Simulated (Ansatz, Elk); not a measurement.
**Bonding as seen by X-rays: K3V**

The structure of K3V used here is made up (a known structure type with other elements) and was relaxed beforehand with PBEsol. The aim is the Fourier transform of its all-electron density, F(hkl), set beside the sum over free spherical atoms that refinements use.

Main program and level: Elk 11.2.3 (patched build); DFT, PBE, all-electron APW+lo, Dirac cores, scalar-relativistic bands, static density, ferromagnetic start.

The structure was built from a prototype and need not be the compound's stable phase.

## Step 1: Starting point

Symmetry: Fm-3m, No. 225, cubic system. Conventional cell: a = 9.023 Å, b = 9.023 Å, c = 9.023 Å, α = 90.00°, β = 90.00°, γ = 90.00°. Nearest to V lie 8 K at 3.91 Å. Nearest to K lie 8 K at 3.91 Å. Nearest to K lie 4 V at 3.91 Å and 4 K at 3.91 Å. Farther neighbours are not listed.

## Step 2: Ground state and structure factors

An all-electron density is needed, since X-rays see the cores too. Task 0 finds the density and task 195 Fourier-transforms it; tshift is off so that phases refer to the origin typed.

elk.in

```
tasks
  0
  195
  196

xctype
  20

spinpol
  .true.

rgkmax
  7.0

gmaxvr
  14.0

lmaxo
  7

lmaxapw
  8

swidth
  0.002

tshift
  .false.

ramdisk
  .false.

hmaxvr
  5.5

maxscl
  120

epspot
  1e-06

reducebf
  0.8

sppath
  './'

avec
  -0.00000000000 8.52514066400 8.52514066400
  8.52514066400 -0.00000000000 8.52514066400
  8.52514066400 8.52514066400 0.00000000000

atoms
  2
  'V.in'
  1
  -0.0000000000 0.0000000000 0.0000000000   0.000000 0.000000 -0.190000
  'K.in'
  3
  0.5000000000 0.5000000000 0.5000000000   0.000000 0.000000 0.000000
  0.2500000000 0.2500000000 0.2500000000   0.000000 0.000000 0.000000
  0.7500000000 0.7500000000 0.7500000000   0.000000 0.000000 0.000000

ngridk
  4 4 4
```

Launch:

```console
$ OMP_NUM_THREADS=4 elk
```

Numbers of over 12 decimals in the logs are rounded to 6 here.

Output:

```text
┌─────────────────────────┐
│ Elk code version 11.2.3 │
└─────────────────────────┘

All units are atomic (Hartree, Bohr, etc.)

┌─────────────────────────────────────────────────┐
│ Ground-state run starting from atomic densities │
└─────────────────────────────────────────────────┘

Lattice vectors :
  -0.000000000       8.525140664       8.525140664
   8.525140664      -0.000000000       8.525140664
   8.525140664       8.525140664       0.000000000

Reciprocal lattice vectors :
 -0.3685091868      0.3685091868      0.3685091868
  0.3685091868     -0.3685091868      0.3685091868
  0.3685091868      0.3685091868     -0.3685091868

Unit cell volume      :    1239.180744
Brillouin zone volume :   0.2001727469

Muffin-tin inner radius fraction :   0.1000000000E-01

Nuclei treated as point charges

Species : 1 (V)
 parameters loaded from : V.in
 name : vanadium
 nuclear charge    :   -23.00000000
 electronic charge :    23.00000000
 atomic mass :    92860.67382
 muffin-tin radius :    2.400000000
 number of radial points in muffin-tin :    993
 inner part over the whole radius :   0.9920165687E-02
 number on inner part of muffin-tin    :    699
 approximate nuclear radius :   0.6897515165E-04
 number of mesh points to nuclear radius :    327
 atomic positions (lattice), magnetic fields (Cartesian) :
  1 :   0.00000000  0.00000000  0.00000000    0.00000000  0.00000000 -0.19000000

Species : 2 (K)
 parameters loaded from : K.in
 name : potassium
 nuclear charge    :   -19.00000000
 electronic charge :    19.00000000
 atomic mass :    71271.84090
 muffin-tin radius :    2.400000000
 number of radial points in muffin-tin :    993
 inner part over the whole radius :   0.9891652203E-02
 number on inner part of muffin-tin    :    697
 approximate nuclear radius :   0.6514746337E-04
 number of mesh points to nuclear radius :    319
 atomic positions (lattice), magnetic fields (Cartesian) :
  1 :   0.50000000  0.50000000  0.50000000    0.00000000  0.00000000  0.00000000
  2 :   0.25000000  0.25000000  0.25000000    0.00000000  0.00000000  0.00000000
  3 :  -0.25000000 -0.25000000 -0.25000000    0.00000000  0.00000000  0.00000000

Total number of atoms per unit cell :    4
Total muffin-tin volume :    231.6233432
 ratio of muffin-tin to unit cell volume :   0.1869165126

Spin treatment :
 spin-polarised
 global magnetic field (Cartesian) :    0.000000000       0.000000000       0.000000000
 collinear magnetisation in z-direction

Number of Bravais lattice symmetries :   48
Number of crystal symmetries         :   48
Crystal has inversion symmetry
Real symmetric eigensolver will be used

k-point grid :      4     4     4
k-point offset :    0.000000000       0.000000000       0.000000000
k-point set is reduced with full crystal symmetry group
Total number of k-points :        8

Muffin-tin radius times maximum |G+k| :    7.000000000
 using average radius
Maximum |G+k| for APW functions       :    2.916666667
Maximum (1/2)|G+k|²                   :    4.253472222
Maximum |G| for potential and density :    14.00000000
Constant for pseudocharge density :    8
 order of it for each species :   15  15
 order of it for pair densities of each species (exact exchange by exxq0 0: 16) :   10  10
Radial integration step length :    1

G-vector grid sizes :     54    54    54
Number of G-vectors :    57313

Maximum angular momentum used for
 APW functions            :    8
 outer part of muffin-tin :    7
 inner part of muffin-tin :    2

Total nuclear charge    :   -80.00000000
Total core charge       :    40.00000000
Total valence charge    :    40.00000000
Total excess charge     :    0.000000000
Total electronic charge :    80.00000000

Effective Wigner radius, rₛ :    1.546388768

Number of empty states         :     48
Total number of valence states :    138
Total number of core states    :     40

Third-order local-orbitals added for an l without core states : T
Total number of local-orbitals :     42

[...]
species : 2 (K)
   atom 1                    :   0.4055681738E-03
[...]
total in muffin-tins        :    4.125797134
 total moment                :    4.829891575

RMS change in Kohn-Sham potential (target) :    2.708970447     (  0.1000000000E-05)
Absolute change in total energy (target)   :    1.171873611     (  0.1000000000E-03)

[... loops 3 to 24 left out ...]

┌──────────────────┐
│ Loop number : 25 │
└──────────────────┘

Energies :
 Fermi                       :     0.70773835737776E-01
 sum of occupied eigenvalues :     -1606.5501993391
 electron kinetic            :      2777.9628883977
 core electron kinetic       :      2589.9358955219
 Coulomb                     :     -5387.7894378177
 Coulomb potential           :     -4195.8430063761
 nuclear-nuclear             :     -342.80346286002
 electron-nuclear            :     -5900.1115097052
 Hartree                     :      855.12553474755
 Madelung                    :     -3289.8679346297
 xc potential                :     -188.46103805994
 xc effective B-field        :    -0.209034
 external B-field            :      0.000000
 exchange                    :     -142.50625188227
 correlation                 :     -3.226074
 electron entropic           :    -0.26515637183555E-02
 total energy                :     -2755.5615269073
 (external B-field energy excluded from total)

Density of states at Fermi energy :    195.4696197
 (states/Hartree/unit cell)

Estimated indirect band gap :   0.1750678109E-02
 from k-point 4 to k-point 2
Estimated direct band gap   :   0.5570535528E-02
 at k-point 8

Charges :
 core                        :    40.00000000
 valence                     :    40.00000000
 interstitial                :    5.899027109
 muffin-tins (core leakage)
  species : 1 (V)
[...]
species : 2 (K)
[...]
total in muffin-tins        :    74.10097289
 total calculated charge     :    79.99999393
 total charge                :    80.00000000
 error                       :   0.6069151766E-05

Moments :
 interstitial                :    1.689902911
 muffin-tins
  species : 1 (V)
[...]
species : 2 (K)
[...]
total in muffin-tins        :    3.266903923
 total moment                :    4.956806834

RMS change in Kohn-Sham potential (target) :   0.9962708242E-06 (  0.1000000000E-05)
Absolute change in total energy (target)   :   0.1546686917E-04 (  0.1000000000E-03)

Convergence targets achieved

┌──────────────────┐
│ Loop number : 26 │
└──────────────────┘

Energies :
 Fermi                       :     0.70773827549219E-01
 sum of occupied eigenvalues :     -1606.5502181703
 electron kinetic            :      2777.9628975682
 core electron kinetic       :      2589.9358945639
 Coulomb                     :     -5387.7894474529
 Coulomb potential           :     -4195.8430068106
 nuclear-nuclear             :     -342.80346286002
 electron-nuclear            :     -5900.1115284980
 Hartree                     :      855.12554390511
 Madelung                    :     -3289.8679440476
 xc potential                :     -188.46106891330
 xc effective B-field        :    -0.209033
 external B-field            :      0.000000
 exchange                    :     -142.50625242070
 correlation                 :     -3.226074
 electron entropic           :    -0.26515558468280E-02
 total energy                :     -2755.5615279027
 (external B-field energy excluded from total)

Density of states at Fermi energy :    195.4689494
 (states/Hartree/unit cell)

Estimated indirect band gap :   0.1750708400E-02
 from k-point 4 to k-point 2
Estimated direct band gap   :   0.5570630540E-02
 at k-point 8

Charges :
 core                        :    40.00000000
 valence                     :    40.00000000
 interstitial                :    5.899027323
 muffin-tins (core leakage)
  species : 1 (V)
[...]
species : 2 (K)
   atom 1                    :    17.58324124     ( -0.1018292188E-06)
   atom 2                    :    17.58939643     ( -0.1017344502E-06)
   atom 3                    :    17.58939643     ( -0.1017344502E-06)
 total in muffin-tins        :    74.10097268
 total calculated charge     :    79.99999393
 total charge                :    80.00000000
 error                       :   0.6069134372E-05

Moments :
 interstitial                :    1.689908335
 muffin-tins
  species : 1 (V)
[...]
species : 2 (K)
   atom 1                    :   0.2270619240E-01
   atom 2                    :   0.3234166382E-01
   atom 3                    :   0.3234166382E-01
 total in muffin-tins        :    3.266902814
 total moment                :    4.956811149

┌──────────────────────────────┐
│ Self-consistent loop stopped │
└──────────────────────────────┘

Wrote STATE.OUT
```

Run time: 95 s. Hardware: 4 threads of Arm Neoverse V1, shared host; peak memory 0.36 GiB; 4.1 min of CPU time.

SFACRHO.OUT:

```text

h k l indices transformed by vhmat matrix:
   1.000000000       0.000000000       0.000000000    
   0.000000000       1.000000000       0.000000000    
   0.000000000       0.000000000       1.000000000    

      h      k      l  multipl.   |H|            Re(F)            Im(F)           |F|

      0      0      0      1   0.0000000       80.000001     -0.32160086E-16   80.000001    
     -1     -1     -1      8  0.63827663       4.0815429      0.21496359E-13   4.0815429    
      0     -1     -1      6  0.73701837       3.8899631     -0.97678434E-14   3.8899631    
      1      1      2     12   1.0423014       63.591886      0.18049832E-13   63.591886    
      2      1      0     24   1.2222067       3.3461221      0.42992719E-14   3.3461221    
      2      2      2      8   1.2765533       3.3104210      0.35774369E-13   3.3104210    
      0     -2     -2      6   1.4740367       55.683297     -0.15610079E-13   55.683297    
     -1      0      2     24   1.6062943       3.2223305      0.21496359E-14   3.2223305    
      2      1     -1     24   1.6480232       3.2141114      0.71644961E-14   3.2141114    
     -3     -1      0     24   1.8053189       49.982938     -0.14660533E-13   49.982938    
      0     -3     -2     24   1.9148299       3.0953163      0.12897816E-13   3.0953163    
      0      3      0      8   1.9148299       3.0964157      0.42992719E-14   3.0964157    
      0     -2      2     12   2.0846028       45.723191      0.28154292E-14   45.723191    
      2     -2     -1     48   2.1801298       2.9109625      0.21496359E-13   2.9109625    
      0      3     -1     24   2.2110551       2.8747424     -0.25641074E-14   2.8747424    
      0      3      3      6   2.2110551       2.8923490     -0.71567448E-14   2.8923490    
     -1     -4     -3     24   2.3306567       42.455996      0.93766223E-14   42.455996    
     -1     -1      3     24   2.4164763       2.6833169      0.26870449E-13   2.6833169
```

Elk indexes on the primitive cell of elk.in and gives |H| = 4π sin θ/λ in inverse bohr. Below, one row stands for each form hkl of the conventional cell (m members, Friedel mates merged), F is for one primitive cell and the density is static (no thermal factor). Free-atom factors are Waasmaier and Kirfel's, and R is Σm||F|−|F'||/Σm|F|.

| hkl | m | sin θ/λ (Å⁻¹) | abs F, DFT | neutral atoms | diff. |
| --- | --- | --- | --- | --- | --- |
| 111 | 8 | 0.096 | 4.082 | 3.772 | +0.310 |
| 200 | 6 | 0.111 | 3.890 | 3.658 | +0.232 |
| 220 | 12 | 0.157 | 63.592 | 63.551 | +0.041 |
| 311 | 24 | 0.184 | 3.346 | 3.310 | +0.036 |
| 222 | 8 | 0.192 | 3.310 | 3.294 | +0.016 |
| 400 | 6 | 0.222 | 55.683 | 55.564 | +0.119 |
| 331 | 24 | 0.242 | 3.222 | 3.212 | +0.010 |
| 420 | 24 | 0.248 | 3.214 | 3.200 | +0.014 |
| 422 | 24 | 0.272 | 49.983 | 49.899 | +0.084 |
| 511 | 24 | 0.288 | 3.095 | 3.089 | +0.007 |
| 333 | 8 | 0.288 | 3.096 | 3.089 | +0.008 |
| 440 | 12 | 0.314 | 45.723 | 45.659 | +0.064 |
| 531 | 48 | 0.328 | 2.911 | 2.918 | -0.007 |
| 442 | 24 | 0.333 | 2.875 | 2.894 | -0.020 |
| 600 | 6 | 0.333 | 2.892 | 2.894 | -0.002 |
| 620 | 24 | 0.350 | 42.456 | 42.392 | +0.064 |
| 533 | 24 | 0.363 | 2.683 | 2.718 | -0.035 |
| 622 | 24 | 0.368 | 2.674 | 2.692 | -0.018 |
| 444 | 8 | 0.384 | 39.868 | 39.821 | +0.046 |
| 711 | 24 | 0.396 | 2.495 | 2.505 | -0.010 |
| 551 | 24 | 0.396 | 2.476 | 2.505 | -0.028 |
| 640 | 24 | 0.400 | 2.457 | 2.478 | -0.022 |

## Step 3: The magnetisation density

The same run holds the spin density, and task 196 transforms it. The order is that of the start, and no other was tried.

SFACMAG_1.OUT:

```text

h k l indices transformed by vhmat matrix:
   1.000000000       0.000000000       0.000000000    
   0.000000000       1.000000000       0.000000000    
   0.000000000       0.000000000       1.000000000    

      h      k      l  multipl.   |H|            Re(F)            Im(F)           |F|

      0      0      0      1   0.0000000       4.9568113      0.15145601E-17   4.9568113    
     -1     -1     -1      8  0.63827663       3.2112140     -0.35687315E-16   3.2112140    
      0     -1     -1      6  0.73701837       2.9326567     -0.32171933E-16   2.9326567    
      1      1      2     12   1.0423014       2.1903187     -0.38910721E-16   2.1903187    
      2      1      0     24   1.2222067       1.8522030      0.39885823E-16   1.8522030    
      2      2      2      8   1.2765533       1.7505154      0.14825980E-16   1.7505154    
      0     -2     -2      6   1.4740367       1.5194577     -0.48195457E-16   1.5194577    
     -1      0      2     24   1.6062943       1.2930837      0.16794031E-16   1.2930837    
      2      1     -1     24   1.6480232       1.2434472      0.25159395E-16   1.2434472    
     -3     -1      0     24   1.8053189       1.1054366      0.28372728E-17   1.1054366    
      0     -3     -2     24   1.9148299      0.97261769      0.89218288E-16  0.97261769    
      0      3      0      8   1.9148299      0.96197876      0.25191046E-16  0.96197876    
      0     -2      2     12   2.0846028      0.83950303      0.36127688E-17  0.83950303    
      2     -2     -1     48   2.1801298      0.74215893      0.39885823E-16  0.74215893    
      0      3     -1     24   2.2110551      0.71111443     -0.36408934E-17  0.71111443    
      0      3      3      6   2.2110551      0.72607711      0.53960032E-16  0.72607711
```

The total moment is 4.96 μB a cell; sphere moments: V1 +3.18, K2 +0.02, K3 +0.03, K4 +0.03 μB. Polarised neutrons measure spin and orbital magnetisation together; without spin-orbit coupling the run gives the spin part:

| hkl | sin θ/λ (Å⁻¹) | abs F_M (μB) |
| --- | --- | --- |
| 111 | 0.096 | 3.211 |
| 200 | 0.111 | 2.933 |
| 220 | 0.157 | 2.190 |
| 311 | 0.184 | 1.852 |
| 222 | 0.192 | 1.750 |
| 400 | 0.222 | 1.520 |
| 331 | 0.242 | 1.293 |
| 420 | 0.248 | 1.243 |
| 422 | 0.272 | 1.105 |
| 511 | 0.288 | 0.973 |
| 333 | 0.288 | 0.962 |
| 440 | 0.314 | 0.840 |
| 531 | 0.328 | 0.742 |
| 442 | 0.333 | 0.711 |

## Step 4: The highest occupied states alone

An energy window below the Fermi level keeps the highest occupied states, to see at which angles they scatter; shallow core shells can lie inside it and anion s states outside. No new self-consistency is needed.

elk.in: that of step 2 with these lines changed.

```diff
@@ -1,5 +1,3 @@
 tasks
-  0
   195
-  196
 
@@ -44,2 +42,5 @@
 
+wsfac
+  -0.370220 0.370770
+
 sppath
```

Launch:

```console
$ OMP_NUM_THREADS=4 elk
```

Output:

```text
┌─────────────────────────────────┐
│ Elk code version 11.2.3 started │
└─────────────────────────────────┘

Info(readinput): the functional depends on the density's gradient
 muffin-tin radial points multiplied by    2.00000
 (not where nrmtscf is given)

┌────────────────────┐
│ Current task : 195 │
└────────────────────┘

Info(sfacrho): density structure factors written to SFACRHO.OUT

 Energy window :  -0.3702200000      0.3707700000

┌──────────────────┐
│ Elk code stopped │
└──────────────────┘
```

Run time: 17 s. Hardware: 4 threads; peak memory 0.2 GiB.

States within 12 eV below the Fermi level hold 8.00 electrons; any levels below the window count with the cores. Their amplitudes can exceed the total, where window and core parts have opposite phase:

| hkl | sin θ/λ (Å⁻¹) | abs F, window | abs F, all |
| --- | --- | --- | --- |
| 111 | 0.096 | 3.509 | 4.082 |
| 200 | 0.111 | 3.147 | 3.890 |
| 220 | 0.157 | 2.111 | 63.592 |
| 311 | 0.184 | 1.815 | 3.346 |
| 222 | 0.192 | 1.691 | 3.310 |
| 400 | 0.222 | 1.540 | 55.683 |
| 331 | 0.242 | 1.247 | 3.222 |
| 420 | 0.248 | 1.191 | 3.214 |
| 422 | 0.272 | 1.169 | 49.983 |
| 511 | 0.288 | 0.941 | 3.095 |

(Continued in part 2 of 2.)

[Logs are printed without paths, hosts, clocks, repeated set-up lines and the standing remarks that a program may print on its own settings, such as how far it seeks lower states.]

[Hosts, paths, dates, database ids (printed as entryN), source tags and the programs' standing remarks are cut or masked in the printed files.]
